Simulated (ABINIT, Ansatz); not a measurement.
# A GW chain in ABINIT: MgZrF6 (Fm-3m)

Wanted: ground state, empty states, screening and self-energy for MgZrF6 (Fm-3m).

Method: LDA and many-body steps on it, plane waves, in ABINIT 10.8.3.

Report form: the programs' logs are mostly left out.

## Step 1: The starting structure

It takes space group Fm-3m (No. 225, cubic). The conventional cell has a = 7.976 Å, b = 7.976 Å, c = 7.976 Å, α = 90.00°, β = 90.00°, γ = 90.00°. Mg has 6 F at 1.98 Å nearest. Zr has 6 F at 2.01 Å nearest. F has 1 Mg at 1.98 Å and 1 Zr at 2.01 Å nearest. Farther neighbours and most contacts between anions are not listed.

The cell and positions are those that the Materials Project relaxed with its own functionals (PBE, PBE+U or r2SCAN), kept fixed.

## Step 2: Ground state

This step: ABINIT 10.8.3; DFT, LDA, plane waves, norm-conserving pseudopotentials.

The ground-state density comes first.

Contents of run.abi:

```
acell 3*1.0 Angstrom
rprim 
  0.000000000000 3.988016550000 3.988016550000
  3.988016550000 0.000000000000 3.988016550000
  3.988016550000 3.988016550000 -0.000000000000
ntypat 3
znucl 12 40 9
natom 8
typat 1 2 3 3 3 3 3 3
xred 
  0.500000000000 0.500000000000 0.500000000000
  0.000000000000 0.000000000000 0.000000000000
  0.747623080000 0.252376920000 0.252376920000
  0.252376920000 0.747623080000 0.747623080000
  0.252376920000 0.747623080000 0.252376920000
  0.747623080000 0.252376920000 0.747623080000
  0.252376920000 0.252376920000 0.747623080000
  0.747623080000 0.747623080000 0.252376920000
pp_dirpath "pseudos"
pseudos "Mg.upf, Zr.upf, F.upf"
ecut 38
ngkpt 4 4 4
nshiftk 1
shiftk 0 0 0
kptopt 1
chksymbreak 0
nband 40
occopt 1
tolvrs 1e-10
nstep 60
prtwf 0
optforces 0
optstress 0
indata_prefix "in"
outdata_prefix "out"
tmpdata_prefix "tmp"
```

Launch:

```
OMP_NUM_THREADS=1 mpirun -n 4 abinit run.abi > log
```

Elapsed: 44 s, on 4 MPI ranks of Arm Neoverse V1, shared host; peak memory 0.49 GiB.

Numbers from this step:

* total energy: -7020.3892 eV
* gap: 6.824 eV
* k of the valence top: 0, 0, 0
* k of the conduction bottom: 0, 0, 0
* least direct gap: 6.824 eV

The gap is direct, at Γ.

## Step 3: Bands along the symmetry lines

The cheap functional maps the bands first; the places of the edges decide which points the dearer methods must see.

run.abi, as its differences from that of step 2:

```diff
@@ -21,14 +21,40 @@
 ecut 38
-ngkpt 4 4 4
-nshiftk 1
-shiftk 0 0 0
-kptopt 1
-chksymbreak 0
-nband 40
-occopt 1
-tolvrs 1e-10
-nstep 60
+iscf -2
+irdden 1
+kptopt 0
+nkpt 26
+kpt 
+  0.00000000 0.00000000 0.00000000
+  0.12500000 0.00000000 0.12500000
+  0.25000000 0.00000000 0.25000000
+  0.37500000 0.00000000 0.37500000
+  0.50000000 0.00000000 0.50000000
+  0.53125000 0.06250000 0.53125000
+  0.56250000 0.12500000 0.56250000
+  0.59375000 0.18750000 0.59375000
+  0.62500000 0.25000000 0.62500000
+  0.37500000 0.37500000 0.75000000
+  0.28125000 0.28125000 0.56250000
+  0.18750000 0.18750000 0.37500000
+  0.09375000 0.09375000 0.18750000
+  0.00000000 0.00000000 0.00000000
+  0.12500000 0.12500000 0.12500000
+  0.25000000 0.25000000 0.25000000
+  0.37500000 0.37500000 0.37500000
+  0.50000000 0.50000000 0.50000000
+  0.50000000 0.43750000 0.56250000
+  0.50000000 0.37500000 0.62500000
+  0.50000000 0.31250000 0.68750000
+  0.50000000 0.25000000 0.75000000
+  0.50000000 0.18750000 0.68750000
+  0.50000000 0.12500000 0.62500000
+  0.50000000 0.06250000 0.56250000
+  0.50000000 0.00000000 0.50000000
+istwfk *1
+nband 39
+nbdbuf 2
+tolwfr 1e-08
+nstep 40
 prtwf 0
-optforces 0
-optstress 0
+prtvol 0
 indata_prefix "in"
```

The job ended after 68 s (4 MPI ranks; peak memory 0.49 GiB).

Numbers from this step:

* gap: 6.824 eV
* k of the valence top: 0, 0, 0
* k of the conduction bottom: 0, 0, 0
* least direct gap: 6.824 eV

The gap is 6.824 eV, as in the run before at this level.

Electronic bands along the path, in eV, zero at the top of the highest filled band:

```csv
point,band 29,band 30,band 31,band 32,band 33,band 34,band 35,band 36
Γ,-0.61,0.00,0.00,0.00,6.82,6.82,6.82,7.48
halfway,-0.61,-0.26,-0.26,0.00,6.83,6.95,6.95,8.30
X,-0.74,-0.59,-0.59,0.00,6.84,7.07,7.07,9.25
halfway,-0.67,-0.64,-0.58,-0.04,6.86,7.06,7.07,9.34
U,-0.63,-0.56,-0.48,-0.12,6.90,7.03,7.05,9.57
jump to K,-0.63,-0.56,-0.48,-0.12,6.90,7.03,7.05,9.57
halfway,-0.48,-0.26,-0.18,-0.12,6.88,6.93,6.93,8.43
Γ,-0.61,0.00,0.00,0.00,6.82,6.82,6.82,7.48
halfway,-0.53,-0.14,-0.14,-0.09,6.86,6.90,6.90,8.14
L,-0.44,-0.44,-0.34,-0.29,6.88,6.98,6.98,9.67
halfway,-0.58,-0.54,-0.28,-0.27,6.93,6.97,7.02,9.76
W,-0.79,-0.79,-0.25,-0.25,6.96,6.96,7.07,9.64
halfway,-0.68,-0.65,-0.53,-0.07,6.88,7.04,7.07,9.42
X,-0.74,-0.59,-0.59,0.00,6.84,7.07,7.07,9.25
```

## Step 4: Empty states on the mesh, 2×2×2 mesh, 260 bands

The sums over transitions need many empty states on a uniform mesh; this step solves for them.

Contents of run.abi:

```
acell 3*1.0 Angstrom
rprim 
  0.000000000000 3.988016550000 3.988016550000
  3.988016550000 0.000000000000 3.988016550000
  3.988016550000 3.988016550000 -0.000000000000
ntypat 3
znucl 12 40 9
natom 8
typat 1 2 3 3 3 3 3 3
xred 
  0.500000000000 0.500000000000 0.500000000000
  0.000000000000 0.000000000000 0.000000000000
  0.747623080000 0.252376920000 0.252376920000
  0.252376920000 0.747623080000 0.747623080000
  0.252376920000 0.747623080000 0.252376920000
  0.747623080000 0.252376920000 0.747623080000
  0.252376920000 0.252376920000 0.747623080000
  0.747623080000 0.747623080000 0.252376920000
pp_dirpath "pseudos"
pseudos "Mg.upf, Zr.upf, F.upf"
ecut 38
ngkpt 2 2 2
nshiftk 1
shiftk 0 0 0
kptopt 1
chksymbreak 0
iscf -2
irdden 1
istwfk *1
nband 260
nbdbuf 22
tolwfr 1e-09
nstep 60
prtvol 0
indata_prefix "in"
outdata_prefix "out"
tmpdata_prefix "tmp"
```

The job ended after 2.3 min (4 MPI ranks; peak memory 0.48 GiB; 9.1 min of CPU time).

Numbers from this step:

```
gap                                                           : 6.824 eV
k of the valence top                                          : 0, 0, 0
k of the conduction bottom                                    : 0, 0, 0
least direct gap                                              : 6.824 eV
k points computed                                             : 3
lowest point of the top converged band, above the valence top : 79.3111 eV
```

On this mesh the gap is 6.824 eV.

## Step 5: Screening, 2×2×2 mesh, 238 bands, screening to 176.9 eV

The RPA dielectric matrix is built and inverted for each q.

This step: RPA screening on LDA, plane waves, norm-conserving pseudopotentials.

run.abi, as its differences from that of step 4:

```diff
@@ -26,10 +26,11 @@
 chksymbreak 0
-iscf -2
-irdden 1
 istwfk *1
-nband 260
-nbdbuf 22
-tolwfr 1e-09
-nstep 60
-prtvol 0
+occopt 1
+irdwfk 1
+optdriver 3
+nband 238
+ecuteps 6.5
+inclvkb 2
+awtr 1
+symchi 1
 indata_prefix "in"
```

Run time: 83 s. Hardware: 4 MPI ranks; peak memory 2.3 GiB; 5.5 min of CPU time.

This step gave:

```
ε∞ with local fields, on this mesh, along the program's q direction : 2.008
the same without local fields                                       : 2.232
plasma frequency                                                    : 26.38 eV
plane waves in the screening matrix                                 : 645
```

Local fields lower ε∞ by 10 %. On a Γ-centred mesh this coarse the value itself is usually too large, while a short band sum pulls it down.

## Step 6: Self-energy, 2×2×2 mesh, 238 bands, screening to 176.9 eV

The self-energy is evaluated for the states that the input lists, and the levels follow from it, in one-shot runs by the linearised quasiparticle equation.

This step: G0W0 on LDA, plane waves, norm-conserving pseudopotentials.

run.abi, as its differences from that of step 5:

```diff
@@ -29,8 +29,15 @@
 irdwfk 1
-optdriver 3
+optdriver 4
 nband 238
+gwcalctyp 0
+ecutsigx 38
+symsigma 1
+nkptgw 1
+kptgw 
+  0.0000000000 0.0000000000 0.0000000000
+bdgw 
+  30 35
 ecuteps 6.5
-inclvkb 2
-awtr 1
-symchi 1
+irdscr 1
+ppmodel 1
 indata_prefix "in"
```

Wall time 26 s (4 MPI ranks); peak memory 2 GiB; 1.7 min of CPU time.

Numbers from this step:

* G0W0 gap on the points computed: 11.59 eV
* starting gap on the mesh: 6.824 eV
* k of the valence top: 0, 0, 0
* k of the conduction bottom: 0, 0, 0
* Z at the valence top: 0.809
* Z at the conduction bottom: 0.863
* least direct G0W0 gap on the computed points: 11.59 eV

The gap on the mesh goes from 6.82 eV to 11.59 eV, a correction of +4.77 eV.

Limits: finite bands, cutoff and mesh; no spin-orbit coupling; coarse k mesh. v1 is the top filled band, c1 the lowest empty one. The levels before and after the correction (eV, zero at the valence-band top of each column):

```csv
,conduction bottom,valence top
Kohn-Sham,6.82,0.00
G0W0,11.59,0.00
```

```csv
,level,energy (eV)
Kohn-Sham,Γ v3-v1,0.000
Kohn-Sham,Γ c1-c3,6.824
G0W0,Γ v3-v1,0.000
G0W0,Γ c1-c3,11.590
```

## Step 7: Where the time went

Times are wall times on 4 MPI ranks of Arm Neoverse V1, shared host, good to a factor of about two.

```csv
step,time,share,memory (GiB)
ground state,44 s,12 %,0.49
bands along the symmetry lines,68 s,19 %,0.49
empty states on the mesh,2.3 min,38 %,0.48
screening,83 s,23 %,2.3
self-energy,26 s,7 %,2.0
```

## Step 8: What came out

* LDA gap: 6.82 eV, direct
* G0W0 gap on the mesh: 11.59 eV
* GW settings: 2×2×2 mesh, 238 bands, screening to 176.9 eV, Godby-Needs plasmon pole
* known limits: not at the basis limit; no spin-orbit coupling; coarse k mesh

G0W0 moves the gap on the mesh from 6.82 eV to 11.59 eV (+4.77 eV), with Z of 0.81 and 0.86 at the edges. Local fields lower the RPA ε∞ on this mesh from 2.23 to 2.01; a Γ-centred mesh this coarse tends to raise both, most where the direct gap is narrow, while a short band sum lowers them. Only 1 of the mesh's irreducible points was corrected, so a valley elsewhere could overtake. The dearest step here is «empty states on the mesh». Bands and cutoff are finite, so the gap is not at the basis limit. The miss can reach some tenths of an eV and take either sign; the mesh is an error of its own. In the G0W0 run levels were corrected at 1 k point alone, so a gap called «on the mesh» is the least over those, and an edge elsewhere would be missed. The 2×2×2 mesh is coarse for this cell, which bears on the long-range parts of exchange and screening. The many-body steps are scalar-relativistic: spin-orbit coupling is not in them.

[Paths, hosts, dates, memory and timing lines, banners, echoed tables and standing remarks are left out of the program output.]

[Logs are printed without paths, hosts, clocks, repeated set-up lines and the standing remarks that a program may print on its own settings, such as how far it seeks lower states.]

[Runs of the session that timed out or met a known fault of the program may be left out.]

[Hosts, paths, dates, database ids (printed as entryN), source tags and the programs' standing remarks are cut or masked in the printed files.]

[G0W0 gaps are taken among the corrected bands and points alone; a level outside them can change the order at an edge.]

[Where Ansatz stands beside ABINIT at settings called matched, ABINIT's density can come from a denser mesh and the files from another edition; pairs whose starting gaps differed by over 0.03 eV were left out, so agreement reads better than it is.]
